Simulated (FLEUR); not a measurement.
# Fe: orders along a scan of the volume

Wanted: the trend of the moments of Fe with the volume.

Calculated with FLEUR MaX-R8.1; LDA (VWN); all-electron FLAPW, Dirac cores, scalar-relativistic bands.

The database entry behind the starting cell differs from later determinations by our own check (an axis about 0.7 % long against later determinations), so it need not match the best structure at ambient conditions.

### Step 1. Set-up

Symmetry: Im-3m, No. 229, cubic system. The conventional cell has a = 2.886 Å, b = 2.886 Å, c = 2.886 Å, α = 90.00°, β = 90.00°, γ = 90.00°. Fe has 8 Fe at 2.50 Å nearest.

As a file:

```cif
data_structure
_symmetry_space_group_name_H-M 'P 1'
_symmetry_Int_Tables_number 1
_cell_length_a 2.4993
_cell_length_b 2.4993
_cell_length_c 2.4993
_cell_angle_alpha 109.471
_cell_angle_beta 109.471
_cell_angle_gamma 109.471
_cell_volume 12.02
loop_
_atom_site_label
_atom_site_type_symbol
_atom_site_fract_x
_atom_site_fract_y
_atom_site_fract_z
_atom_site_occupancy
Fe1 Fe 0.00000 0.00000 0.00000 1
```

### Step 2. Factor 1, start ferro +

The scan starts at the cell as given.

All lengths change alike; the factor is that of the volume. Atoms keep their fractional places. Spheres, Kmax and the mesh are the same at all points, the spheres being those of the tightest cell. inpgen writes inp.xml from crystal.txt; cutoffs, mixing, functional, smearing and local orbitals are then set in the file. The k list default-1 (kpts.xml, not shown) is a Γ-centred 14×14×14 mesh; where the ranks do not divide the number of points, some are split in two of half the weight.

inp.xml

```
<?xml version="1.0" encoding="UTF-8" standalone="no"?>
<fleurInput fleurInputVersion="0.39">
   <comment>
      Fe
   </comment>
   <calculationSetup>
      <cutoffs Kmax="3.71" Gmax="11.1" GmaxXC="11.1" numbands="0"/>
      <scfLoop itmax="110" minDistance="0.00002" maxIterBroyd="15" imix="Anderson" alpha="0.05" precondParam="0.0" spinf="2.0" sdNocoIR="T"/>
      <coreElectrons ctail="T" frcor="F" kcrel="0" coretail_lmax="0"/>
      <xcFunctional name="vwn" relativisticCorrections="F"/>
      <magnetism jspins="2"/>
      <soc l_soc="F" theta="0.0" phi="0.0" spav="F"/>
      <expertModes spex="0" secvar="F"/>
      <geometryOptimization l_f="F" forcealpha="1.0" forcemix="BFGS" epsdisp="0.00001" epsforce="0.00001"/>
      <ldaU l_linMix="F" mixParam="0.05" spinf="1.0"/>
   </calculationSetup>
   <cell>
      <bzIntegration valenceElectrons="16.0" mode="hist" fermiSmearingEnergy="0.00183747">
         <kPointListSelection listName="default-1"/>
         <xi:include xmlns:xi="http://www.w3.org/2001/XInclude" href="kpts.xml"> </xi:include>
      </bzIntegration>
      <xi:include xmlns:xi="http://www.w3.org/2001/XInclude" href="sym.xml"> </xi:include>
      <bulkLattice scale="1.0">
         <bravaisMatrix>
            <row-1>   -2.7268747977977998     2.7268747977977998     2.7268747977977998</row-1>
            <row-2>    2.7268747977977998    -2.7268747977977998     2.7268747977977998</row-2>
            <row-3>    2.7268747977977998     2.7268747977977998    -2.7268747977977998</row-3>
         </bravaisMatrix>
      </bulkLattice>
   </cell>
   <atomSpecies>
      <species name="Iron (Fe) 2.800" element="Fe" atomicNumber="26">
         <mtSphere radius="2.21" gridPoints="731" logIncrement="0.017"/>
         <atomicCutoffs lmax="8" lnonsphr="6"/>
         <electronConfig flipSpins="F">
            <coreConfig>(1s1/2) (2s1/2) (2p1/2) (2p3/2)</coreConfig>
            <valenceConfig>(3s1/2) (3p1/2) (3p3/2) (4s1/2) (3d3/2) (3d5/2)</valenceConfig>
            <stateOccupation state="(3d3/2)" spinUp="1.4" spinDown="1.0"/>
            <stateOccupation state="(3d5/2)" spinUp="3.0" spinDown="0.6"/>
         </electronConfig>
         <energyParameters s="4" p="4" d="3" f="4"/>
         <lo type="SCLO" l="0" n="3" eDeriv="0"/>
         <lo type="SCLO" l="1" n="3" eDeriv="0"/>
      </species>
   </atomSpecies>
   <atomGroups>
      <atomGroup species="Iron (Fe) 2.800">
         <relPos label="                   1">.0000000000 .0000000000 .0000000000</relPos>
         <force calculate="T" relaxXYZ="TTT"/>
      </atomGroup>
   </atomGroups>
   <output dos="F" band="F" slice="F">
      <bandDOS minEnergy="-.5*Htr" maxEnergy="0.5*Htr" sigma="0.015" storeEVData="T"/>
      <plotting iplot="0" polar="F">
         <plot TwoD="T" vec1="  1.0  0.0  0.0" vec2="  0.0  1.0  0.0" vec3="  0.0  0.0  1.0" zero="  0.0  0.0  0.0" file="plot"/>
      </plotting>
      <moessbauerParams electricFieldGradient="F" isomerShift="F" coreHyperfine="F" valenceHyperfine="F"/>
   </output>
</fleurInput>
```

crystal.txt

```
Fe
&input film=F cartesian=F /
-1.44300000000  1.44300000000  1.44300000000
1.44300000000  -1.44300000000  1.44300000000
1.44300000000  1.44300000000  -1.44300000000
1.8897261246
1.0 1.0 1.0

1
26 0.00000000000  0.00000000000  0.00000000000 : 2.800

&kpt div1=14 div2=14 div3=14 gamma=T /
```

Command:

```sh
$ OMP_NUM_THREADS=1 inpgen -f crystal.txt > inpgen.log  # inp.xml is then edited as shown
$ OMP_NUM_THREADS=1 mpirun -n 4 fleur_MPI > fleur.log
```

The program printed:

```text
Welcome to FLEUR        (www.flapw.de)
      MaX-Release 8.1          (www.max-centre.eu)

 ========== k-point set info ==========
 Selected k-point list: default-1
 k-point list type: mesh
 14 x 14 x 14
 Number of k points: 104

 ------------Calculation Setup---------------------------
 Number of MPI-tasks      :            4
 Number of PE/node        :            4
 Number of OMP-threads    :            1
 k-points in parallel     :            4
 pe's per k-point         :            1
 No of k-point loops      :           26
 Eigenvalue solver        :       lapack
 Number of basis functions:           85
 Approximate size of matrices (H+S) per k-point:         0.000 GB
 --------------------------------------------------------
 Iteration:     1   Distance:      12.13210138 me/bohr^3
 Iteration:     2   Distance:      11.15978031 me/bohr^3
 Iteration:     3   Distance:       6.54830474 me/bohr^3
 Iteration:     4   Distance:       2.88803290 me/bohr^3
 Iteration:     5   Distance:       2.12370911 me/bohr^3
 Iteration:     6   Distance:       3.99736666 me/bohr^3
 Iteration:     7   Distance:       1.31298785 me/bohr^3
 Iteration:     8   Distance:       1.80135098 me/bohr^3
 Iteration:     9   Distance:       0.21130455 me/bohr^3
 Iteration:    10   Distance:       0.04187682 me/bohr^3
 Iteration:    11   Distance:       0.06834761 me/bohr^3
 Iteration:    12   Distance:       0.05609273 me/bohr^3
 Iteration:    13   Distance:       0.00266479 me/bohr^3
 Iteration:    14   Distance:       0.00131948 me/bohr^3
 Iteration:    15   Distance:       0.00004349 me/bohr^3
 Iteration:    16   Distance:       0.00004194 me/bohr^3
 Iteration:    17   Distance:       0.00000843 me/bohr^3

 ********************************************************************
 Run finished successfully
 Stop message:
   all done
 ********************************************************************

--- out.xml (last complete iteration) ---
<iteration numberForCurrentRun="   17" overallNumber="   17">
         [... left out ...]
         <bandgap value="0.0176576377" units="eV"/>
         <sumValenceSingleParticleEnergies value="-13.1837548447" units="Htr"/>
         <FermiEnergy value="0.3302181311" units="Htr"/>
         <valenceDensity>
            <mtCharges spin="1">
               <mtCharge atomType="1" total="8.4479565" s="1.1654709" p="3.1353442" d="4.1341403" f="0.0101658"/>
            </mtCharges>
            <mtCharges spin="2">
               <mtCharge atomType="1" total="6.1848455" s="1.1702963" p="3.1554882" d="1.8503641" f="0.0071580"/>
            </mtCharges>
            <spinDependentCharge spin="1" total="9.1191028" interstitial="0.6711463" mtSpheres="8.4479565"/>
            <spinDependentCharge spin="2" total="6.8808972" interstitial="0.6960517" mtSpheres="6.1848455"/>
            <totalCharge value="16.0000000000"/>
         </valenceDensity>
         [... left out ...]
         <magneticMomentsInMTSpheres units="muBohr">
            <globalMagMoment atomType="1" vec="0.00000   0.00000   2.26311"/>
            <localMagMoment atomType="1" vec="0.00000   0.00000   2.26311"/>
         </magneticMomentsInMTSpheres>
         [... left out ...]
         <totalEnergy value="    -1270.5861713210" units="Htr">
            <sumOfEigenvalues value="     -734.2609846477">
               <coreElectrons value="-721.0772298030"/>
               <valenceElectrons value="-13.1837548447"/>
            </sumOfEigenvalues>
            <densityCoulombPotentialIntegral value="-1950.4467807546"/>
            <densityEffectivePotentialIntegral value="-2021.4762720300"/>
            <chargeDenXCDenIntegral value="-53.6619160332"/>
            <FockExchangeEnergyValence value="0.0000000000"/>
            <FockExchangeEnergyCore value="0.0000000000"/>
         [... left out ...]
            <tkbTimesEntropy value="0.0002715611"/>
            <freeEnergy value="-1270.5864428821"/>
            <extrapolationTo0K value="-1270.5863071016"/>
         </totalEnergy>
         <densityConvergence units="me/bohr^3">
            <chargeDensity spin="1" distance="0.0000070521"/>
            <chargeDensity spin="2" distance="0.0000031000"/>
            <overallChargeDensity distance="0.0000069011"/>
            <spinDensity distance="0.0000084296"/>
         </densityConvergence>
      </iteration>
```

Run time: 4.2 s. Hardware: 4 MPI ranks of Arm Neoverse V2, shared host; peak memory 0.16 GiB; 16 s of CPU time.

Numbers from this step:

| Item | Value |
| --- | --- |
| free energy | -34574.4185 eV |
| program's band gap on this mesh (in a metal only a level spacing) | 0.01766 eV |
| magnetization | 2.238 μB |
| final state | ferromagnetic |
| largest moment | 2.263 μB |

After 17 cycles the largest moment stands at 2.26 μB.

### Step 3. Factor 1, start antiferro q=(0,0,1/2) +-

The k list default-1 (kpts.xml, not shown) is a Γ-centred 14×14×7 mesh.

inp.xml, as its differences from that of step 2:

```diff
@@ -17,3 +17,3 @@
    <cell>
-      <bzIntegration valenceElectrons="16.0" mode="hist" fermiSmearingEnergy="0.00183747">
+      <bzIntegration valenceElectrons="32.0" mode="hist" fermiSmearingEnergy="0.00183747">
          <kPointListSelection listName="default-1"/>
@@ -26,3 +26,3 @@
             <row-2>    2.7268747977977998    -2.7268747977977998     2.7268747977977998</row-2>
-            <row-3>    2.7268747977977998     2.7268747977977998    -2.7268747977977998</row-3>
+            <row-3>    5.4537495955955997     5.4537495955955997    -5.4537495955955997</row-3>
          </bravaisMatrix>
@@ -44,2 +44,15 @@
       </species>
+      <species name="Iron (Fe) -2.800" element="Fe" atomicNumber="26">
+         <mtSphere radius="2.21" gridPoints="731" logIncrement="0.017"/>
+         <atomicCutoffs lmax="8" lnonsphr="6"/>
+         <electronConfig flipSpins="F">
+            <coreConfig>(1s1/2) (2s1/2) (2p1/2) (2p3/2)</coreConfig>
+            <valenceConfig>(3s1/2) (3p1/2) (3p3/2) (4s1/2) (3d3/2) (3d5/2)</valenceConfig>
+            <stateOccupation state="(3d3/2)" spinUp="1.0" spinDown="1.4"/>
+            <stateOccupation state="(3d5/2)" spinUp="0.6" spinDown="3.0"/>
+         </electronConfig>
+         <energyParameters s="4" p="4" d="3" f="4"/>
+         <lo type="SCLO" l="0" n="3" eDeriv="0"/>
+         <lo type="SCLO" l="1" n="3" eDeriv="0"/>
+      </species>
    </atomSpecies>
@@ -48,2 +61,6 @@
          <relPos label="                   1">.0000000000 .0000000000 .0000000000</relPos>
+         <force calculate="T" relaxXYZ="TTT"/>
+      </atomGroup>
+      <atomGroup species="Iron (Fe) -2.800">
+         <relPos label="                   2">.0000000000 .0000000000 1.000/2.000</relPos>
          <force calculate="T" relaxXYZ="TTT"/>
```

crystal.txt

```
Fe
&input film=F cartesian=F /
-1.44300000000  1.44300000000  1.44300000000
1.44300000000  -1.44300000000  1.44300000000
2.88600000000  2.88600000000  -2.88600000000
1.8897261246
1.0 1.0 1.0

2
26 0.00000000000  0.00000000000  0.00000000000 : 2.800
26 0.00000000000  0.00000000000  0.50000000000 : -2.800

&kpt div1=14 div2=14 div3=7 gamma=T /
```

The program printed:

```text
[banner, memory and clock lines left out]
Welcome to FLEUR        (www.flapw.de)
      MaX-Release 8.1          (www.max-centre.eu)

 ========== k-point set info ==========
 Selected k-point list: default-1
 k-point list type: mesh
 14 x 14 x 7
 Number of k points: 372

 [... set-up left out ...]
 Iteration:     1   Distance:      15.32352070 me/bohr^3
 Iteration:     2   Distance:      14.40117122 me/bohr^3
 Iteration:     3   Distance:       9.34833036 me/bohr^3
 Iteration:     4   Distance:       7.79852911 me/bohr^3
 Iteration:     5   Distance:       5.31768897 me/bohr^3
 Iteration:     6   Distance:       5.88943640 me/bohr^3
 Iteration:     7   Distance:       3.56848562 me/bohr^3
 Iteration:     8   Distance:       3.57102469 me/bohr^3
[... lines left out ...]
 Iteration:    19   Distance:       0.00157428 me/bohr^3
 Iteration:    20   Distance:       0.00151229 me/bohr^3
 Iteration:    21   Distance:       0.00032778 me/bohr^3
 Iteration:    22   Distance:       0.00032194 me/bohr^3
 Iteration:    23   Distance:       0.00008525 me/bohr^3
 Iteration:    24   Distance:       0.00001954 me/bohr^3

 ********************************************************************
 Run finished successfully
 Stop message:
   all done
 ********************************************************************

--- out.xml (last complete iteration) ---
<iteration numberForCurrentRun="   24" overallNumber="   24">
         [... left out ...]
         <bandgap value="0.0000000000" units="eV"/>
         <sumValenceSingleParticleEnergies value="-26.4386947866" units="Htr"/>
         <FermiEnergy value="0.3412719707" units="Htr"/>
         [... left out ...]
         <magneticMomentsInMTSpheres units="muBohr">
            <globalMagMoment atomType="1" vec="0.00000   0.00000   2.02549"/>
            <globalMagMoment atomType="2" vec="0.00000   0.00000  -2.02549"/>
         </magneticMomentsInMTSpheres>
         [... left out ...]
         <totalEnergy value="    -2541.1564397890" units="Htr">
            <sumOfEigenvalues value="    -1468.7071209067">
               <coreElectrons value="-1442.2684261201"/>
               <valenceElectrons value="-26.4386947866"/>
            </sumOfEigenvalues>
         [... left out ...]
            <freeEnergy value="-2541.1575758328"/>
            <extrapolationTo0K value="-2541.1570078109"/>
         </totalEnergy>
         <densityConvergence units="me/bohr^3">
            <chargeDensity spin="1" distance="0.0000112396"/>
            <chargeDensity spin="2" distance="0.0000112446"/>
            <overallChargeDensity distance="0.0000111166"/>
            <spinDensity distance="0.0000195438"/>
         </densityConvergence>
      </iteration>
```

Run time: 50 s. Hardware: 4 MPI ranks; peak memory 0.24 GiB; 3.3 min of CPU time.

Read from the output:

```yaml
free_energy: -69148.4203 eV
program_s_band_gap_on_this_mesh_in_a_metal_only_a_level_spacing: 0 eV
magnetization: 0 μB
final_state: antiferromagnetic
largest_moment: 2.025 μB
```

After 24 cycles the largest moment stands at 2.03 μB.

### Step 4. Factor 1, start no spin polarisation

The k list default-1 (kpts.xml, not shown) is a Γ-centred 14×14×14 mesh.

inp.xml

```
<?xml version="1.0" encoding="UTF-8" standalone="no"?>
<fleurInput fleurInputVersion="0.39">
   <comment>
      Fe
   </comment>
   <calculationSetup>
      <cutoffs Kmax="3.71" Gmax="11.1" GmaxXC="11.1" numbands="0"/>
      <scfLoop itmax="110" minDistance="0.00002" maxIterBroyd="15" imix="Anderson" alpha="0.05" precondParam="0.0" spinf="2.0" sdNocoIR="T"/>
      <coreElectrons ctail="T" frcor="F" kcrel="0" coretail_lmax="0"/>
      <xcFunctional name="vwn" relativisticCorrections="F"/>
      <magnetism jspins="1"/>
      <soc l_soc="F" theta="0.0" phi="0.0" spav="F"/>
      <expertModes spex="0" secvar="F"/>
      <geometryOptimization l_f="F" forcealpha="1.0" forcemix="BFGS" epsdisp="0.00001" epsforce="0.00001"/>
      <ldaU l_linMix="F" mixParam="0.05" spinf="1.0"/>
   </calculationSetup>
   <cell>
      <bzIntegration valenceElectrons="16.0" mode="hist" fermiSmearingEnergy="0.00183747">
         <kPointListSelection listName="default-1"/>
         <xi:include xmlns:xi="http://www.w3.org/2001/XInclude" href="kpts.xml"> </xi:include>
      </bzIntegration>
      <xi:include xmlns:xi="http://www.w3.org/2001/XInclude" href="sym.xml"> </xi:include>
      <bulkLattice scale="1.0">
         <bravaisMatrix>
            <row-1>   -2.7268747977977998     2.7268747977977998     2.7268747977977998</row-1>
            <row-2>    2.7268747977977998    -2.7268747977977998     2.7268747977977998</row-2>
            <row-3>    2.7268747977977998     2.7268747977977998    -2.7268747977977998</row-3>
         </bravaisMatrix>
      </bulkLattice>
   </cell>
   <atomSpecies>
      <species name="Iron (Fe)" element="Fe" atomicNumber="26">
         <mtSphere radius="2.21" gridPoints="731" logIncrement="0.017"/>
         <atomicCutoffs lmax="8" lnonsphr="6"/>
         <electronConfig flipSpins="F">
            <coreConfig>(1s1/2) (2s1/2) (2p1/2) (2p3/2)</coreConfig>
            <valenceConfig>(3s1/2) (3p1/2) (3p3/2) (4s1/2) (3d3/2) (3d5/2)</valenceConfig>
            <stateOccupation state="(3d3/2)" spinUp="1.200000" spinDown="1.200000"/>
            <stateOccupation state="(3d5/2)" spinUp="1.800000" spinDown="1.800000"/>
         </electronConfig>
         <energyParameters s="4" p="4" d="3" f="4"/>
         <lo type="SCLO" l="0" n="3" eDeriv="0"/>
         <lo type="SCLO" l="1" n="3" eDeriv="0"/>
      </species>
   </atomSpecies>
   <atomGroups>
      <atomGroup species="Iron (Fe)">
         <relPos label="                   1">.0000000000 .0000000000 .0000000000</relPos>
         <force calculate="T" relaxXYZ="TTT"/>
      </atomGroup>
   </atomGroups>
   <output dos="F" band="F" slice="F">
      <bandDOS minEnergy="-.5*Htr" maxEnergy="0.5*Htr" sigma="0.015" storeEVData="T"/>
      <plotting iplot="0" polar="F">
         <plot TwoD="T" vec1="  1.0  0.0  0.0" vec2="  0.0  1.0  0.0" vec3="  0.0  0.0  1.0" zero="  0.0  0.0  0.0" file="plot"/>
      </plotting>
      <moessbauerParams electricFieldGradient="F" isomerShift="F" coreHyperfine="F" valenceHyperfine="F"/>
   </output>
</fleurInput>
```

crystal.txt

```
Fe
&input film=F cartesian=F /
-1.44300000000  1.44300000000  1.44300000000
1.44300000000  -1.44300000000  1.44300000000
1.44300000000  1.44300000000  -1.44300000000
1.8897261246
1.0 1.0 1.0

1
26 0.00000000000  0.00000000000  0.00000000000

&kpt div1=14 div2=14 div3=14 gamma=T /
```

The program printed:

```text
[banner, memory and clock lines left out]
Welcome to FLEUR        (www.flapw.de)
      MaX-Release 8.1          (www.max-centre.eu)

 ========== k-point set info ==========
 Selected k-point list: default-1
 k-point list type: mesh
 14 x 14 x 14
 Number of k points: 104

 [... set-up left out ...]
 Iteration:     1   Distance:      14.67384267 me/bohr^3
 Iteration:     2   Distance:      12.42357043 me/bohr^3
 Iteration:     3   Distance:       5.44928941 me/bohr^3
 Iteration:     4   Distance:       1.39196975 me/bohr^3
 Iteration:     5   Distance:       0.57565080 me/bohr^3
[...]
<FermiEnergy value="0.3329615156" units="Htr"/>
         [... left out ...]
         <totalEnergy value="    -1270.5679314327" units="Htr">
            <sumOfEigenvalues value="     -734.4597038316">
               <coreElectrons value="-721.2202622536"/>
               <valenceElectrons value="-13.2394415780"/>
            </sumOfEigenvalues>
         [... left out ...]
            <freeEnergy value="-1270.5691636506"/>
            <extrapolationTo0K value="-1270.5685475416"/>
         </totalEnergy>
         <densityConvergence units="me/bohr^3">
            <chargeDensity spin="1" distance="0.0000017816"/>
         </densityConvergence>
      </iteration>
```

Run time: 1.9 s. Hardware: 4 MPI ranks; peak memory 0.09 GiB.

Numbers from this step:

```yaml
free_energy: -34573.9483 eV
program_s_band_gap_on_this_mesh_in_a_metal_only_a_level_spacing: 0.001010 eV
final_state: non-magnetic (no spin polarisation)
```

(Part 1 of 2 ends here.)

[Logs and program files are shortened in this print: banners, set-up blocks, solver, clock and traceback lines can be left out without a mark of their own.]

[Logs are printed without paths, hosts, clocks, repeated set-up lines and the standing remarks that a program may print on its own settings, such as how far it seeks lower states.]

[Hosts, paths, dates, database ids (printed as entryN), source tags and the programs' standing remarks are cut or masked in the printed files.]

[Where a cell is said to come from a database of computed structures, the database is the Materials Project.]
